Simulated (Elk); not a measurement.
## MnBr2: energy against a fixed spin moment

How stiff is the moment of MnBr2, and are there other minima?

Program: Elk 11.2.3 (patched build). Level of theory: PBEsol; all-electron APW+lo, Dirac cores, scalar-relativistic bands. Results are calculated unless marked as measured.

Report form: the programs' logs are mostly left out.

The database entry behind the starting cell has ideal inner coordinates that were not refined, so it need not match the best structure at ambient conditions.

### Step 1. The structure

It takes space group P-3m1 (No. 164, trigonal). The conventional cell has a = 3.820 Å, b = 3.820 Å, c = 6.190 Å, α = 90.00°, β = 90.00°, γ = 120.00°. Nearest to Mn lie 6 Br at 2.69 Å. Nearest to Br lie 3 Mn at 2.69 Å. Farther neighbours and most contacts between anions are not listed.

### Step 2. The free run

The free run shows where the moment settles by itself and gives the state from which the held runs start.

Moments are seeded by fields in the spheres (the last three columns under atoms), set against the wanted direction and reduced each loop.

File elk.in:

```
tasks
  0

xctype
  22

rgkmax
  7.0

nempty
  14

swidth
  0.005

reducebf
  0.6

epsengy
  1e-05

maxscl
  120

lmaxi
  2

spinpol
  .true.

sppath
  './'

avec
  7.21875379607 0.00000000000 0.00000000000
  -3.60937689804 6.25162417114 0.00000000000
  0.00000000000 0.00000000000 11.69740471143

atoms
  2
  'Mn.in'
  1
  0.0000000000 0.0000000000 0.0000000000   0.000000 0.000000 -0.450000
  'Br.in'
  2
  0.3333333333 0.6666666667 0.2500000000   0.000000 0.000000 0.000000
  0.6666666667 0.3333333333 0.7500000000   0.000000 0.000000 0.000000

ngridk
  6 6 6
```

Started as:

```
$ OMP_NUM_THREADS=4 elk
```

Run time: 83 s. Hardware: 4 threads of Arm Neoverse V2, shared host; peak memory 0.35 GiB; 5.2 min of CPU time.

Spin moment in the muffin-tin sphere by atom:

```csv
atom,spin moment in the muffin-tin sphere (μB)
Mn1,4.45
Br2,0.11
Br3,0.11
```

Read from the output:

| Quantity | Value |
| --- | --- |
| density of states at the Fermi level | 0.02500 states/eV/cell |
| moment between the spheres | 0.3247 μB |
| magnetization | 4.996 μB |
| final state | ferromagnetic |

After 19 cycles the largest moment stands at 4.45 μB.

### Step 3. Moment fixed at 4.497 μB

Holding the total moment away from its free value maps the energy around and beyond the minimum.

A uniform field is adjusted until the total moment meets the target; the run goes on from the state before.

elk.in: that of step 2 with these lines changed.

```diff
@@ -1,3 +1,3 @@
 tasks
-  0
+  1
 
@@ -30,2 +30,11 @@
 
+fsmtype
+  1
+
+momfix
+  0.000000 0.000000 4.497000
+
+taufsm
+  0.005
+
 sppath
@@ -42,3 +51,3 @@
   1
-  0.0000000000 0.0000000000 0.0000000000   0.000000 0.000000 -0.450000
+  0.0000000000 0.0000000000 0.0000000000   0.000000 0.000000 -0.000450
   'Br.in'
```

Started as:

```
$ OMP_NUM_THREADS=4 elk
```

The job ended after 3.5 min (4 threads; peak memory 0.34 GiB; 13 min of CPU time).

Numbers from this step:

| Property | Result |
| --- | --- |
| magnetization | 4.497 μB |

It lies 271 meV a cell above the free run.

### Step 4. Moment fixed at 3.373 μB

elk.in: that of step 3 with these lines changed.

```diff
@@ -34,3 +34,3 @@
 momfix
-  0.000000 0.000000 4.497000
+  0.000000 0.000000 3.373000
```

Started as:

```
$ OMP_NUM_THREADS=4 elk
```

It took 6.2 min on 4 threads; peak memory 0.4 GiB.

Numbers from this step:

- magnetization: 3.373 μB

It lies 1045 meV a cell above the free run.

### Step 5. Moment fixed at 6.745 μB

elk.in: that of step 4 with these lines changed.

```diff
@@ -34,3 +34,3 @@
 momfix
-  0.000000 0.000000 3.373000
+  0.000000 0.000000 6.745000
```

Started as:

```
$ OMP_NUM_THREADS=4 elk
```

Wall time 3 min (4 threads); peak memory 0.36 GiB.

This step gave:

```
magnetization : 6.745 μB
```

It lies 5012 meV a cell above the free run.

### Step 6. Moment fixed at 2.248 μB

elk.in: that of step 5 with these lines changed.

```diff
@@ -34,3 +34,3 @@
 momfix
-  0.000000 0.000000 6.745000
+  0.000000 0.000000 2.248000
```

Started as:

```
$ OMP_NUM_THREADS=4 elk
```

Run time: 8.5 min. Hardware: 4 threads; peak memory 0.4 GiB.

A smaller mixing step or another start is the usual next try.

After 120 loops the RMS change of the potential stands at 7e-05 Ha, and it does not fall steadily.

### Step 7. E(M)

In all 7 moments were held (0, 1.124, 2.248, 3.373, 4.497, 5.621, 6.745 μB), each run going on from a saved state. The curve holds those that converged and the free run; sizes are given without sign.

Table of energy over the lowest by total spin moment:

```csv
total spin moment (μB a cell),energy over the lowest (meV a cell)
1.12,2089
3.37,1045
4.50,271
5.00,0
5.62,1605
6.75,5012
```

Table of slope dE/dM read from the holding field by total spin moment:

```csv
total spin moment (μB a cell),slope dE/dM read from the holding field (meV/μB)
1.12,-253
3.37,-671
4.50,-659
5.62,2830
6.75,3197
```

### Step 8. What came out

| Property | Result |
| --- | --- |
| moment of the free run | 5.00 μB a cell |
| moment of the lowest point | 5.00 μB a cell |

In words: The curve is lowest at 5.00 μB a cell and has risen by 5012 meV at 6.75 μB. 2 of 7 held runs did not converge (2.248, 0 μB), so the curve is unknown there and other minima can't be ruled out. The field's energy is not in the curve. With a GGA and lmaxo under 10 this build's totals carry angular errors that reach some ten meV an atom in oxides, so smaller differences are in doubt.

[Logs and program files are shortened in this print: banners, set-up blocks, solver, clock and traceback lines can be left out without a mark of their own.]

[Logs are printed without paths, hosts, clocks, repeated set-up lines and the standing remarks that a program may print on its own settings, such as how far it seeks lower states.]

[Hosts, paths, dates, database ids (printed as entryN), source tags and the programs' standing remarks are cut or masked in the printed files.]

[Where a cell is said to come from a database of computed structures, the database is the Materials Project.]
